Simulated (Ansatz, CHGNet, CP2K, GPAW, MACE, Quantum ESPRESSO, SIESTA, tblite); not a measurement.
# tblite on random packing of 64Li2S-20P2S5-16LiCl (mol %) (91 atoms): settings against a plane-wave reference

How near does tblite come to plane waves for random packing of 64Li2S-20P2S5-16LiCl (mol %) (91 atoms)?

Calculated with tblite 0.8.0; the method is named at each step.

### Step 1. Starting point

The cell holds 91 atoms: 36 Li, 41 S, 10 P and 4 Cl. Cell: a = 12.227 Å, b = 12.227 Å, c = 12.227 Å, α = 90.0°, β = 90.0°, γ = 90.0°. 91 atoms (36 Li, 41 S, 10 P, 4 Cl) packed at random in a cube at 1.83 g/cm³ and pushed apart as soft spheres, cations and anions kept from their own kind; a start for melting by ab initio MD, not an equilibrated structure. Then every atom was moved at random, 0.03 Å r.m.s. a Cartesian component.

The yardstick, on the same geometry:

| Item | Value |
| --- | --- |
| method | Kohn-Sham DFT, PBE, PAW, plane waves (Ansatz 0.2.0); cutoff 420 eV, Γ point, fermi-dirac smearing of 0.05 eV; PAW set soft_2 |
| r.m.s. force component | 0.607 eV/Å |
| longest force | 3.353 eV/Å |
| pressure | -1.237 GPa |
| SCF cycles | 12 |
| time | 10 s on 8 threads of Arm Neoverse V2, shared host |
| CPU time | 74 s |

### Step 2. IPEA1-xTB

Method: IPEA1-xTB tight binding, diagonalisation.

run.py

```python
import numpy as np
from ase.io import read
from tblite.ase import TBLite

atoms = read("structure.xyz")
atoms.calc = TBLite(method="IPEA1-xTB", electronic_temperature=580, accuracy=1.0, max_iterations=250, mixer_damping=0.4, verbosity=1)
energy = atoms.get_potential_energy()
forces = atoms.get_forces()
print(f"energy {energy:.6f} eV")
print("forces (eV/A)")
for i, (a, f) in enumerate(zip(atoms, forces)):
    print(f"{i:4d} {a.symbol:2s} {f[0]:10.5f} {f[1]:10.5f} {f[2]:10.5f}")
stress = -atoms.get_stress(voigt=False) * 160.21766
print("stress (GPa, compression positive)")
for row in stress:
    print(" ".join(f"{x:10.4f}" for x in row))
print("charges (e)")
print(np.array2string(atoms.get_charges(), precision=4, suppress_small=True, max_line_width=110, threshold=100000))
```

structure.xyz

```xyz
91
Lattice="12.22750 0.00000 0.00000 0.00000 12.22750 0.00000 0.00000 0.00000 12.22750" Properties=species:S:1:pos:R:3 pbc="T T T"
Li 2.27187 9.95429 2.25231
Li 1.71014 11.66797 8.35040
Li 3.39130 9.06437 8.54604
Li 10.11471 10.13305 10.55661
Li 9.65679 3.42945 5.72761
Li 6.97567 9.03441 11.63422
Li 6.42592 8.41790 3.91182
Li 10.38433 3.48557 2.81122
Li 5.97264 7.02507 7.54449
Li 0.39519 0.92293 3.75812
Li 1.93219 4.03080 1.73423
Li 5.10290 4.27021 2.35220
Li 3.63242 5.48037 9.81819
Li 1.11894 8.14290 0.12741
Li 9.26514 9.98119 1.18680
Li 3.93273 6.54929 4.08337
Li 9.88899 3.66238 10.17890
Li 10.32417 6.64051 8.08568
Li 2.31540 1.05743 12.02318
Li 11.96559 10.30986 4.67787
Li 4.28733 4.72140 6.45918
Li 7.08376 10.14711 8.46779
Li 9.57169 6.67108 5.04384
Li 7.30825 1.42573 5.50482
Li 7.90239 4.10330 1.18460
Li 11.44971 12.01560 0.31889
Li 7.89322 2.46519 8.31054
Li 8.53638 10.18697 5.81454
Li 5.58552 11.64449 0.02458
Li 0.75444 4.64792 9.55542
Li 5.49467 10.58681 5.81711
Li 8.47500 0.33124 11.97733
Li 1.43893 5.15132 5.14056
Li 4.27424 0.42796 9.75706
Li 11.05146 8.11380 2.78066
Li 11.75393 5.64593 1.11955
S 11.58262 1.87778 9.56398
S 3.92906 8.64973 3.34337
S 7.28796 0.07838 7.37734
S 1.14058 11.88648 5.49259
S 9.39573 10.81669 3.72988
S 9.65924 9.96822 8.31005
S 12.18849 3.90693 11.92609
S 7.57848 1.85149 2.31295
S 11.69047 2.62891 4.99946
S 3.73587 11.49813 1.46706
S 12.11464 8.91800 10.29519
S 2.32665 1.53871 9.14458
S 3.93774 7.09623 6.24165
S 0.96597 0.59841 1.55265
S 3.69992 11.17227 7.08584
S 7.69599 4.04363 6.62877
S 5.18801 10.58522 9.70240
S 7.53397 5.02135 10.05785
S 11.01844 4.92609 6.73809
S 9.40539 2.60409 12.20512
[... 31 atom lines left out ...]
Cl 6.47055 10.06115 1.32448
Cl 10.62778 0.03864 6.67646
Cl 0.64121 6.84471 2.82541
Cl 8.48014 7.85140 3.45207
```

Launch:

```console
OMP_NUM_THREADS=1 python run.py > output.txt
```

Log:

```text
------------------------------------------------------------
  cycle        total energy    energy error   density error
------------------------------------------------------------
      1     -205.1808041641  -2.0509854E+02   6.6073083E-01
      2     -197.4174791737   7.7633250E+00   1.0061525E+00
      3     -196.0042760311   1.4132031E+00   5.6160550E-01
      4     -203.0348615007  -7.0305855E+00   4.4436602E-01
      5     -207.7306401311  -4.6957786E+00   3.1264077E-01
      6     -209.8206894519  -2.0900493E+00   1.8457064E-01
      7     -210.2919177882  -4.7122834E-01   1.7243389E-01
      8     -210.5436426353  -2.5172485E-01   1.6789809E-01
      9     -211.3147169643  -7.7107433E-01   6.5031017E-02
     10     -210.5185884808   7.9612848E-01   1.7285233E-01
     11     -210.9695719086  -4.5098343E-01   1.2874018E-01
     12     -210.3931169423   5.7645497E-01   1.5201594E-01
     13     -210.7464552817  -3.5333834E-01   1.2191386E-01
     14     -211.2109475321  -4.6449225E-01   6.9265926E-02
     15     -211.3717201807  -1.6077265E-01   3.2080803E-02
     16     -211.3843319435  -1.2611763E-02   2.4747080E-02
     17     -211.4030177309  -1.8685787E-02   1.1631669E-02
     18     -211.4070136436  -3.9959127E-03   7.5453031E-03
     19     -211.4082648450  -1.2512015E-03   4.8580499E-03
     20     -211.4089675984  -7.0275337E-04   2.6804367E-03
     21     -211.4089114186   5.6179837E-05   2.9547114E-03
     22     -211.4091693376  -2.5791905E-04   1.4590095E-03
     23     -211.4092032758  -3.3938162E-05   1.2177877E-03
     24     -211.4092450212  -4.1745407E-05   7.0927388E-04
     25     -211.4092626332  -1.7612054E-05   3.5488245E-04
     26     -211.4092642411  -1.6078675E-06   2.5611270E-04
     27     -211.4092622647   1.9764523E-06   3.1768867E-04
     28     -211.4092643228  -2.0581877E-06   2.3954391E-04
     29     -211.4092657077  -1.3848014E-06   1.1775156E-04
     30     -211.4092661441  -4.3642407E-07   1.0655218E-04
     31     -211.4092662397  -9.5673073E-08   7.7136574E-05
     32     -211.4092663544  -1.1464786E-07   3.1887838E-05
     33     -211.4092663837  -2.9333052E-08   1.8033230E-05
------------------------------------------------------------
 total:                                   6.737 sec
energy -5752.739157 eV
forces (eV/A)
   0 Li    0.03123   -0.24169   -0.32246
   1 Li   -0.41760   -0.64796   -0.92740
   2 Li   -0.59534    0.36066   -0.21904
   3 Li    0.31661   -0.28124   -0.21540
   4 Li    0.09008   -0.28244   -0.27447
   5 Li   -0.65225   -0.70462    0.42213
   6 Li   -0.24198    0.27337   -0.24623
   7 Li   -0.22978   -0.66571   -0.05829
   8 Li    0.26761   -0.20189    0.33017
   9 Li    0.43060    0.33741    0.17585
  10 Li    0.01850   -0.43984   -1.21051
  11 Li    0.60578    0.01274   -0.22178
  12 Li   -1.19797   -0.33655    0.41165
  13 Li   -0.13991    0.04822   -0.32101
  14 Li   -0.04811   -0.22825    0.96391
  15 Li    0.26427   -0.56624   -0.27488
  16 Li    0.33344    0.25363    0.58407
  17 Li    0.36969    0.77541    0.10369
  18 Li    0.65335   -0.54328   -0.18446
  19 Li   -0.29242    0.12906    0.60255
  20 Li    0.02994   -0.81302    0.01257
  21 Li    0.38558    0.33556   -0.86487
  22 Li   -0.39068   -0.09389    0.64595
  23 Li   -0.67054    0.45416   -0.59762
[...]
83 P    -0.27935   -0.92643    0.15854
  84 P     0.72944   -0.09820    1.46312
  85 P     0.79521   -1.25588    1.54460
  86 P     2.31294    0.98122   -3.01956
  87 Cl    1.43366   -0.18462   -0.21654
  88 Cl   -0.33112   -0.34438    0.10809
  89 Cl   -0.68586   -0.37202   -0.08596
  90 Cl    0.34523    0.28039   -0.90005
stress (GPa, compression positive)
  -12.1005     1.2356    -1.5193
    1.2356   -12.5692     0.3583
   -1.5193     0.3583   -12.9630
charges (e)
[ 0.3221  0.3448  0.3465  0.2791  0.304   0.363   0.3616  0.3023  0.3223  0.2947  0.3435  0.2799  0.3212
  0.3395  0.3635  0.2985  0.342   0.3615  0.322   0.3487  0.3015  0.3087  0.3456  0.323   0.3015  0.3314
  0.3263  0.333   0.3324  0.3228  0.2887  0.3068  0.3822  0.3198  0.3616  0.3492 -0.0915 -0.2118 -0.3322
 -0.2738 -0.1949 -0.3009 -0.33   -0.1233 -0.3386 -0.2054 -0.2668 -0.1843 -0.3975 -0.3633 -0.2543 -0.3505
 -0.389  -0.0801 -0.3787 -0.4557 -0.2913 -0.2651 -0.1398 -0.2337 -0.3308 -0.1523 -0.3091 -0.3838 -0.2073
 -0.3194 -0.3209 -0.3973 -0.3935 -0.3865 -0.2811 -0.0093 -0.2516 -0.2181 -0.2086 -0.3392 -0.517   0.106
  0.1915  0.1249  0.1735  0.2044  0.2251  0.1894  0.1643  0.1976  0.184  -0.4492 -0.6822 -0.4896 -0.4565]
```

It took 7.3 s on 1 thread of Arm Neoverse V2, shared host; peak memory 0.15 GiB.

Banners, paths, timers and routine set-up lines are dropped from the logs unmarked, and long logs keep their key lines alone; longer cuts are marked.

Numbers from this run, and their distance from the reference:

- r.m.s. force component: 0.8685 eV/Å
- r.m.s. difference of force components: 452.7 meV/Å
- longest difference of force vectors: 1925 meV/Å
- force difference over r.m.s. force: 74.58 %
- slope of forces against the reference's: 1.245
- correlation of force components: 0.8704
- pressure: -12.54 GPa
- pressure difference: -11.31 GPa

Length of the force difference by element (eV/Å):

```
element  atoms  mean  most
     Cl      4  0.26  0.31
     Li     36  0.44  0.72
      P     10   1.0   1.9
      S     41  0.84   1.8
```

A closer look about P87, which bears the longest force: 9 atoms, nearest first, numbered in the order of the input, with positions taken from that point.

```csv
atom,x,y,z,distance (Å),Mulliken charge (e),Fx,Fy,Fz (eV/Å)
P87,0.00,0.00,0.00,0.00,0.18,2.31,0.98,-3.02
S72,-1.17,-0.84,1.34,1.97,-0.01,-0.15,-1.70,2.77
S65,1.37,1.51,-0.74,2.17,-0.21,0.20,-1.25,0.62
S54,1.41,-1.65,-0.21,2.18,-0.08,-0.01,-0.38,0.81
Li9,-0.15,0.36,-2.73,2.75,0.32,0.27,-0.20,0.33
Li13,-2.49,-1.19,-0.45,2.80,0.32,-1.20,-0.34,0.41
Li6,0.85,2.37,1.36,2.86,0.36,-0.65,-0.70,0.42
P79,-0.07,-2.90,0.84,3.02,0.19,-1.43,1.42,-2.16
S61,1.37,-0.14,2.89,3.21,-0.33,1.24,-0.53,-2.28
```

Atoms are counted from 1 here, from 0 in the log.

Forces lie 75 % from the reference's, at 0.098 times its CPU time (on 1 against 8 cores).

Further runs of this program without a result: tblite GFN2-xTB (not converged).

### Step 3. Summary of results

* force difference from the reference: tblite IPEA1-xTB, 75 %
* its CPU time: 7.2 s

**Reading.** Tight binding differs by 75 % (tblite IPEA1-xTB); it is another model, with fitted parameters of its own, and the xTB methods hold dispersion. IPEA1-xTB was fitted to ionisation energies and electron affinities, not to forces or charges. One electronic-structure run takes under half the reference's CPU time: tblite IPEA1-xTB, at 75 % in 7.2 s against 74 s, too far off to be of use; its pressure misses by -11.3 GPa. Periodic xTB results under one method name differ between programs and library versions. The electronic-structure runs sample only Γ, in a cell whose shortest periodic width is 12 Å, which is coarse for a cell with partly filled levels.

[Also dropped from logs without a mark: logging warnings of Python, and SIESTA's first energy breakdown and zero terms.]

[Logs are printed without paths, hosts, clocks, repeated set-up lines and the standing remarks that a program may print on its own settings, such as how far it seeks lower states.]

[Hosts, paths, dates, database ids (printed as entryN), source tags and the programs' standing remarks are cut or masked in the printed files.]
